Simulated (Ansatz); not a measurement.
# Where Ba_La puts its levels in the gap of BaLa2S4 (I-42d)

Wanted: the transition levels of a antisite in BaLa2S4 (I-42d), from a cell of 56 host atoms with 1 La taken out and 1 Ba put in.

Program: Ansatz 0.2.0. Level of theory: place-levels on PBEsol runs: charge-transition levels and formation energies with image-charge correction and potential alignment at the atomic sites. Results are calculated unless marked as measured.

### 1. The starting structure

The cell holds 56 atoms: 9 Ba, 15 La and 32 S. Cell: a = 12.447 Å, b = 12.447 Å, c = 12.477 Å, α = 59.9°, β = 59.9°, γ = 60.2°. It derives from BaLa2S4 (space group I-42d). Nearest the centre at fractional (0.626, 0.249, 0.501): Ba23 at 0.00 Å, S35 at 2.89 Å, S26 at 2.89 Å, S42 at 2.98 Å, S48 at 2.98 Å, S38 at 3.06 Å, S51 at 3.06 Å, S32 at 3.14 Å.

Known beforehand: the electronic dielectric constant, (7.76, 7.76, 7.54), and the static one, (20.97, 20.97, 18.13), from a response run on this crystal (DFPT, PBEsol) at that run's own cell.

The cell's shortest repeat is 12.4 Å.

### 2. The runs of each charge state

A transition level is the Fermi level at which two charge states cost the same, so each charge needs its own total energy, at its own relaxed structure.

Random displacements of about 0.05 Å break the site symmetry at the start, so that the relaxation can reach a distorted minimum if there is one. Forces are taken at one point at (¼, ¼, ¼). The cell holds 1 electron more than the neutral one, with a uniform background that keeps it neutral on the whole.

The sampling was tested on the host first: at the k-points planned (1x1x1 shifted 0.25 0.25 0.25) its energy lies 0.005 eV an atom from the dense-mesh value, under the bound of 0.02 eV set for this test; that bounds the host's error, not the defect's.

One state's input; the others differ in charge, spin, start and seed, and in occupations where the table says so.

File qm1.relax/input.yaml:

```yaml
crystal:
  lattice:
    - [0.0, 8.82241619, 8.7801378]
    - [8.82241619, 0.0, 8.7801378]
    - [8.82241619, 8.82241619, 0.0]
  atoms:
    - { symbol: Ba, position: [0.125, 0.625, 0.375] }
    - { symbol: Ba, position: [0.375, 0.875, 0.625] }
    - { symbol: Ba, position: [0.625, 0.125, 0.875] }
    - { symbol: Ba, position: [0.875, 0.375, 0.125] }
    - { symbol: Ba, position: [0.0, 0.0, 0.5] }
    - { symbol: Ba, position: [0.25, 0.25, 0.75] }
[... 3 atom lines left out ...]
    - { symbol: La, position: [0.37368137, 0.25131863, 0.37631863] }
    - { symbol: La, position: [0.62368137, 0.50131863, 0.62631863] }
[... 1 atom line left out ...]
    - { symbol: La, position: [-0.00131863, 0.37631863, 0.37368137] }
[... 1 atom line left out ...]
    - { symbol: La, position: [0.49868137, 0.87631863, 0.87368137] }
[... 2 atom lines left out ...]
    - { symbol: La, position: [0.50131863, 0.62368137, 0.24868137] }
    - { symbol: La, position: [0.75131863, 0.87368137, 0.49868137] }
[... 3 atom lines left out ...]
    - { symbol: La, position: [0.62631863, 0.24868137, 0.50131863] }
[... 2 atom lines left out ...]
    - { symbol: S, position: [0.48611748, 0.07415068, 0.59321553] }
[... 5 atom lines left out ...]
    - { symbol: S, position: [0.82415068, 0.23611748, 0.59651631] }
[... 2 atom lines left out ...]
    - { symbol: S, position: [0.71821553, 0.47151631, 0.36111748] }
[... 2 atom lines left out ...]
    - { symbol: S, position: [0.36111748, 0.44915068, 0.47151631] }
[... 3 atom lines left out ...]
    - { symbol: S, position: [0.44915068, 0.36111748, 0.71821553] }
[... 5 atom lines left out ...]
    - { symbol: S, position: [0.84321553, 0.09651631, 0.32415068] }
[... 2 atom lines left out ...]
    - { symbol: S, position: [0.59651631, 0.34321553, 0.23611748] }
[... 2 atom lines left out ...]
    - { symbol: S, position: [0.47151631, 0.71821553, 0.44915068] }
    - { symbol: S, position: [0.72151631, 0.96821553, 0.69915068] }
    - { symbol: S, position: [0.97151631, 0.21821553, 0.94915068] }
  supercell: [1, 1, 1]
  defects: [{ substitution: { at: 22, symbol: Ba } }]
total_charge: -1
basis:
  ecutwfc: 420
  xc_grid: 2
hamiltonian:
  xc: pbesol
kpoints:
  mp_grid: { grid: [1, 1, 1], shift: [0.25, 0.25, 0.25] }
scf:
  occupations: { method: fixed }
  max_iter: 80
output:
  forces: true
  charged_corrections:
    epsilon: [7.76, 7.76, 7.54]
    static_epsilon: [20.97, 20.97, 18.13]
relax:
  f_tol: 0.02
  max_steps: 80
  random_displacement: { amplitude: 0.05, seed: 2365 }
checkpoint:
  write: "../qm1.relax.run"
  compress: false
  write_wavefunctions: true
  write_every: 100000
```

Run with:

```console
ansatz run input.yaml --threads 4 --pin off --max-ram 7536MiB --backend cpu --events-out ev --progress --plain --runs-dir out
```

The relaxed structure is kept and the sampling changed to a 2×2×2 shifted mesh.

The run of this state that the levels use, under PBEsol:

File qm1.point/input.yaml:

```yaml
crystal:
  checkpoint: "../qm1.relax.run"
  host: checkpoint
total_charge: -1
basis:
  ecutwfc: 420
  xc_grid: 2
hamiltonian:
  xc: pbesol
kpoints:
  mp_grid: { grid: [2, 2, 2], shift: [0.5, 0.5, 0.5] }
scf:
  occupations: { method: fermi_dirac, width: 0.01 }
  max_iter: 80
output:
  forces: true
  eigenvalues: true
  charged_corrections:
    epsilon: [7.76, 7.76, 7.54]
    static_epsilon: [20.97, 20.97, 18.13]
    defect_position: [0.626319, 0.248681, 0.501319]
  eigenstates: { localisation: true }
  populations: true
  band_densities: [{ bands: [v1, v1] }, { bands: [c1, c1] }]
  write_density: true
  write_potential: true
  volumetric_format: npy
checkpoint:
  read: "../qm1.relax.run"
  write: "../qm1.point.run"
  compress: false
  write_wavefunctions: false
  write_every: 100000
```

Relaxations under PBEsol at one point at (¼, ¼, ¼); times on 4 threads of Arm Neoverse V1, shared host:

| charge | moment (μB) | occupations | outcome | steps | largest displacement against the far atoms (Å) | time |
| --- | --- | --- | --- | --- | --- | --- |
| −1 | 0 | fixed | converged | 4 | 0.16 | 87 s |
| 0 | 1 | fixed | converged | 6 | 0.19 | 4.7 min |

Single points under PBEsol at a 2×2×2 shifted mesh; times on 4 threads of Arm Neoverse V1, shared host:

| charge | moment (μB) | occupations | outcome | time |
| --- | --- | --- | --- | --- |
| −1 | 0 | fermi-dirac | converged | 2.6 min |
| 0 | 1 | fermi-dirac | converged | 6.2 min |

Distances (Å) from Ba23 to the nearest atoms after relaxation with PBEsol:

| charge | moment (μB) | 1. | 2. | 3. | 4. | 5. | 6. |
| --- | --- | --- | --- | --- | --- | --- | --- |
| −1 | 0 | S 3.04 | S 3.04 | S 3.13 | S 3.13 | S 3.18 | S 3.18 |
| 0 | 1 | S 3.04 | S 3.04 | S 3.16 | S 3.16 | S 3.17 | S 3.17 |

### 3. place-levels, PBEsol

A charged cell interacts with its images and the background, and its potential has another zero than the host's. place-levels removes the first by a point-charge model, screened by the static dielectric constant since the ions have relaxed around the charge, and the second by comparing potentials at atoms far from the defect.

The host is a run of the defect-free crystal in the same cutoffs, grids and k-points, so that basis and sampling errors cancel in part in the differences. Its band edges come from a run of the primitive cell that searches the zone for them. Chemical potentials are energies per atom of La (dhcp) and Ba (bcc), run with the same functional and cutoff.

File levels.point.yaml:

```yaml
host:
  run: host.point.run
  levels_from: { run: edges.point.run }
states: [qm1.point.run, q0_M1.point.run]
geometry_from:
  qm1.point.run: qm1.relax.run
  q0_M1.point.run: q0_M1.relax.run
  host.point.run: host.relax.run
chemical_potentials:
  La:
    energy: -6161.276904
    dataset: "<sha256 of the dataset>"
  Ba:
    energy: -5862.611346
    dataset: <sha256 of the dataset>
epsilon: [7.76, 7.76, 7.54]
static_epsilon: [20.97, 20.97, 18.13]
vertical:
  - { from: qm1.point.run, to: qm1.point_neutral.run }
```

Run with:

```console
ansatz place-levels levels.point.yaml -- --threads 4 --pin off --max-ram 7536MiB
```

Numbers of over 12 decimals in the logs are rounded to 6 here.

The log of the run:

```text
[... repeated set-up lines and file paths are left out, and long positions are rounded to six places ...]
(0/-1) 0.057 eV beneath the valence edge (-0.081 eV without the band-filling correction), in the valence band
formation energy of charge 0: +2.056 eV with the Fermi level at the valence edge
formation energy of charge -1: +1.999 eV with the Fermi level at the valence edge
vertical -1 to 0: no energy, since no alignment is typed
  the change from vertical[0].from (qm1.point.run) to vertical[0].to (qm1.point_neutral.run): by its potential at epsilon [7.76, 7.76, 7.54] it stands at 0.877 0.874 0.758, with an rms radius of about 7.8 Å (4.5 4.3 4.7 Å across the planes of the cell's [...]
  edges by pbesol of host.levels_from (edges.point.run), its mesh sampled to repeats of 38.14 Å (the valence edge +0.079 eV and the conduction edge -0.143 eV from those of the host's own run), gap 1.925 eV; the host is sampled to repeats of 24.89 Å
  the defect's cells are sampled to repeats of 24.89 Å, like sampling
  charge 0: +0.000 eV for its dipole among its images, +0.073 omitted
  states[1] (q0_M1.point.run): levels filled in part (TS 0.003 eV): its energy is of no whole electron's
  charge -1: -173613.0426 eV with its correction of +0.021 eV, at epsilon [20.97, 20.97, 18.13], aligned at sites: +0.0729 eV, mean over 11 atomic sites at or beyond 6.22 Å from the host's site at [0.6263, 0.2490, 0.5013] by the defect at [0.6263, 0.2487, [...]
  of states[1] (q0_M1.point.run): a band-filling correction moves a carrier to the host's band edge, which changes its energy by -0.024 eV; [...]
  of states[0] (qm1.point.run): it parts from the run at its places by a charge that spreads by about 4.7 Å along one vector (1.8 Å or more is wide), by its potential at epsilon [7.76, 7.76, 7.54], taken for that of held ions (one typed too small widens it), [...]
  of vertical[0].from (qm1.point.run): its displacements don't fall off away from the defect: farther atoms stand 0.022 Å off the host's places. [...]
  vertical[0].to (qm1.point_neutral.run): levels filled in part (TS 0.008 eV): its energy is of no whole electron's
  of vertical[0].to (qm1.point_neutral.run): its displacements don't fall off away from the defect: farther atoms stand 0.022 Å off the host's places. [...]
```

Run time: 0.24 s. Hardware: 4 threads of Arm Neoverse V1, shared host.

Under PBEsol the gap is 1.92 eV, (0/−1) -0.06 (outside the gap) (with band filling) eV.

Levels between the charges placed, in eV above the valence top:

|  | gap (eV) | (0/−1) |
| --- | --- | --- |
| PBEsol | 1.92 | -0.06 |

Corrections by state:

| charge | moment (μB) | image terms and alignment (eV) | band filling (eV) | ε used | over the lowest of its charge, as the program ranks them, band filling apart (eV) |
| --- | --- | --- | --- | --- | --- |
| 0 | 1.0 | 0.000 | -0.024 | - | 0.000 |
| −1 | 0.0 | 0.021 | - | principal values (18.13, 20.97, 20.97) | 0.000 |

The charged structures listed were also run neutral, and place-levels reads from each pair, by the potential or the spins, how wide the charge is by which they differ; that can be the carrier of either run.

| charge | rms radius (Å) | spread where it is widest against the cell (Å) | wide from (Å) | reading |
| --- | --- | --- | --- | --- |
| −1 | 7.8 | 4.66 | 1.76 | wide |

The neutral runs of these pairs need not share the spin of the lowest neutral state, and very wide values only mean spread over the cell.

From the program's caveats on the states, each cut to its opening words:

- charge 0 (1 μB): a band-filling correction moves a carrier to the host's band edge, which changes its energy by -0.024 eV
- charge 0 (1 μB): its alignment with the host at atomic sites is doubtful: the mean over the far sites moves by +0.0768 eV from their farther parts to their nearer, more than [...]
- charge 0 (1 μB): the far atoms show a dipole or second moment of the defect's charge, for which the correction takes or leaves out 0.073 eV: further moments aren't read, and [...]
- charge 0 (1 μB): its sublattices stand up to 0.0352 Å off the host's, which by the two runs' forces adds about +0.01 eV to its energy against the host's, and moves the band [...]
- charge 0 (1 μB): its displacements don't fall off away from the defect: farther atoms stand 0.024 Å off the host's places
- charge −1: it parts from the run at its places by a charge that spreads by about 4.7 Å along one vector (1.8 Å or more is wide), by its potential at epsilon [7.76, 7.76, [...]
- charge −1: the far atoms show a dipole or second moment of the defect's charge, for which the correction takes or leaves out 0.066 eV: further moments aren't read, and [...]
- charge −1: its displacements don't fall off away from the defect: farther atoms stand 0.022 Å off the host's places

Formation energies (eV), elemental references (Δμ(La) = 0.00 eV, Δμ(Ba) = 0.00 eV):

| charge | Fermi level at the valence top | at the conduction bottom |
| --- | --- | --- |
| 0 | 2.06 | 2.06 |
| −1 | 2.00 | 0.07 |

### 4. Effect of the sampling

The relaxations' own energies give the levels at their sampling, for comparison.

File levels.relax_mesh.yaml:

```yaml
host:
  run: host.relax.run
  levels_from: { run: edges.relax.run }
states: [qm1.relax.run, q0_M1.relax.run]
chemical_potentials:
  La:
    energy: -6161.276904
    dataset: "<sha256 of the dataset>"
  Ba:
    energy: -5862.611346
    dataset: <sha256 of the dataset>
```

Run with:

```console
ansatz place-levels levels.relax_mesh.yaml -- --threads 4 --pin off --max-ram 7536MiB
```

The log of the run:

```text
(0/-1) 0.029 eV beneath the valence edge, in the valence band
formation energy of charge 0: +2.025 eV with the Fermi level at the valence edge
formation energy of charge -1: +1.997 eV with the Fermi level at the valence edge
  edges by pbesol of host.levels_from (edges.relax.run), its mesh sampled to repeats of 38.14 Å (the valence edge +0.076 eV and the conduction edge -0.143 eV from those of the host's own run), gap 1.925 eV; the host is sampled to repeats of 12.45 Å
[... the lines on each state left out ...]
```

Elapsed: 0.11 s, on 4 threads.

Levels between neighbouring charges, in eV above the valence top:

|  | gap (eV) | (0/−1) |
| --- | --- | --- |
| one point at (¼, ¼, ¼) | 1.92 | -0.03 |
| a 2×2×2 shifted mesh | 1.92 | -0.06 |

Going from one point at (¼, ¼, ¼) to a 2×2×2 shifted mesh moves formation energies against the elements by up to 0.03 eV; band-filling terms, which differ between samplings, are in these energies.

### 5. Levels against the band edges, r2SCAN

r2SCAN on the same structure is run to see how far the result rests on the functional, though not on the errors that semilocal functionals share; the sampling changes too, to one point at (¼, ¼, ¼), so differences hold both changes.

File qm1.r2scan/input.yaml:

```yaml
crystal:
  checkpoint: "../qm1.relax.run"
  host: checkpoint
total_charge: -1
basis:
  ecutwfc: 500
  xc_grid: 2
hamiltonian:
  xc: r2scan
kpoints:
  mp_grid: { grid: [1, 1, 1], shift: [0.25, 0.25, 0.25] }
scf:
  occupations: { method: fermi_dirac, width: 0.01 }
  max_iter: 80
output:
  forces: true
  eigenvalues: true
  charged_corrections:
    epsilon: [7.76, 7.76, 7.54]
    static_epsilon: [20.97, 20.97, 18.13]
    defect_position: [0.626319, 0.248681, 0.501319]
checkpoint:
  write: "../qm1.r2scan.run"
  compress: false
  write_wavefunctions: false
  write_every: 100000
```

Run time: 59 s. Hardware: 4 threads; peak memory 3.3 GiB.

File levels.r2scan.yaml:

```yaml
host:
  run: host.r2scan.run
  levels_from: { run: edges.r2scan.run }
states: [qm1.r2scan.run, q0_M1.r2scan.run]
geometry_from:
  qm1.r2scan.run: qm1.relax.run
  q0_M1.r2scan.run: q0_M1.relax.run
  host.r2scan.run: host.relax.run
chemical_potentials:
  La:
    energy: -6264.678007
    dataset: "<sha256 of the dataset>"
  Ba:
    energy: -5964.46082
    dataset: <sha256 of the dataset>
```

Run with:

```console
ansatz place-levels levels.r2scan.yaml -- --threads 4 --pin off --max-ram 7536MiB
```

The log of the run:

```text
(0/-1) 0.039 eV beneath the valence edge, in the valence band
formation energy of charge 0: +2.516 eV with the Fermi level at the valence edge
formation energy of charge -1: +2.477 eV with the Fermi level at the valence edge
  edges by r2scan of host.levels_from (edges.r2scan.run), its mesh sampled to repeats of 38.14 Å (the valence edge +0.076 eV and the conduction edge -0.138 eV from those of the host's own run), gap 2.395 eV; the host is sampled to repeats of 12.45 Å
[... the lines on each state left out ...]
```

The job ended after 0.17 s (4 threads).

Under r2SCAN the gap is 2.40 eV, (0/−1) -0.04 (outside the gap) eV.

### 6. What a wrong or other choice does

The levels are placed again with one choice changed, to see how much they rest on it.

levels.try0.yaml is levels.point.yaml with these lines changed:

```diff
-static_epsilon: [20.97, 20.97, 18.13]
+static_epsilon: [7.76, 7.76, 7.54]
```

Run with:

```console
ansatz place-levels levels.try0.yaml -- --threads 4 --pin off --max-ram 7536MiB
```

The log of the run:

```text
(0/-1) 0.083 eV above the valence edge, 1.842 eV under the conduction edge
formation energy of charge 0: +2.080 eV with the Fermi level at the valence edge
formation energy of charge -1: +2.163 eV with the Fermi level at the valence edge
vertical -1 to 0: no energy, since no alignment is typed
[...]
[... the lines on each state left out ...]
```

The change: the electronic dielectric constant for relaxed ions.

Levels in eV above the valence top; the changed ones are not the defect's:

|  | gap (eV) | (0/−1) |
| --- | --- | --- |
| changed | 1.92 | 0.08 |
| as set up | 1.92 | -0.06 |

The largest shift is 0.14 eV, band-filling terms included.

### 7. A changed set-up

The levels are placed again with one choice changed, to see how much they rest on it.

levels.try1.yaml is levels.point.yaml with these lines changed:

```diff
+defect_position:
+  qm1.point.run: [0.7463, 0.3687, 0.6213]
```

Run with:

```console
ansatz place-levels levels.try1.yaml -- --threads 4 --pin off --max-ram 7536MiB
```

The log of the run:

```text
(0/-1) 0.024 eV beneath the valence edge, in the valence band
formation energy of charge 0: +2.080 eV with the Fermi level at the valence edge
formation energy of charge -1: +2.056 eV with the Fermi level at the valence edge
vertical -1 to 0: no energy, since no alignment is typed
[...]
[... the lines on each state left out ...]
```

The change: the charge placed away from the defect.

Levels in eV above the valence top; the changed ones are not the defect's:

|  | gap (eV) | (0/−1) |
| --- | --- | --- |
| changed | 1.92 | -0.02 |
| as set up | 1.92 | -0.06 |

The largest shift is 0.03 eV, band-filling terms included.

### 8. Side by side

Levels between neighbouring charges, in eV above each run's own valence top:

|  | gap (eV) | (0/−1) | CPU time a state at this stage (restarts are quicker than cold starts) |
| --- | --- | --- | --- |
| PBEsol, 2×2×2 shifted mesh | 1.92 | -0.06 | 17 min |
| r2SCAN on PBEsol structures, (¼, ¼, ¼) | 2.40 | -0.04 | 8.5 min |

### 9. Summary of results

| Item | Value |
| --- | --- |
| gap of the host | 1.92 eV (PBEsol) |
| level (0/minus 1) | 0.06 eV below the valence top (-0.08 eV above the valence top without the band-filling term) |
| lowest of the charges placed, just above the valence top (0.02 eV) | −1 |
| lowest of the charges placed, just below the conduction bottom (0.02 eV) | −1 |
| lowest formation energy at mid-gap of the charges run, elemental references | 1.04 eV |

**Reading.** Of the charges placed (−1 and 0), −1 is the lowest from 0.02 eV above the valence top to 0.02 eV below the conduction bottom, a gap of 1.92 eV. Charges above 0 and below −1 were not placed, so these runs say nothing of levels that involve them. States placed: 0 at 1 μB; −1 at 0 μB. Other spin states or structures, where not listed, weren't placed. The program finds carriers beyond a band edge of the host and adds a band-filling term at charge 0 (-0.02 eV); steps to such a charge show no bound level, and a defect level inside a band would be read the same way. Going from one point at (¼, ¼, ¼) to a 2×2×2 shifted mesh moves formation energies against the elements by up to 0.03 eV; band-filling terms, which differ between samplings, are in these energies. The program doubts the alignment of potentials for at least one state, a sign that the cell is small. What this leaves open: PBEsol makes the gap too small and tends to spread out bound carriers; spin–orbit coupling, which can matter with heavy atoms, is left out.

[Logs are printed without paths, hosts, clocks, repeated set-up lines and the standing remarks that a program may print on its own settings, such as how far it seeks lower states.]

[Hosts, paths, dates, database ids (printed as entryN), source tags and the programs' standing remarks are cut or masked in the printed files.]

[Where a table of states has a column of steps, it counts the stored structures, which are thinned; the runs took as many ionic steps or more.]

[A defect's name tells the site on which it was built; relaxed atoms can leave that site.]

[For some hosts the program warned that the k-mesh of the response run may be too coarse for force constants and the static dielectric constant; such warnings are not shown here.]
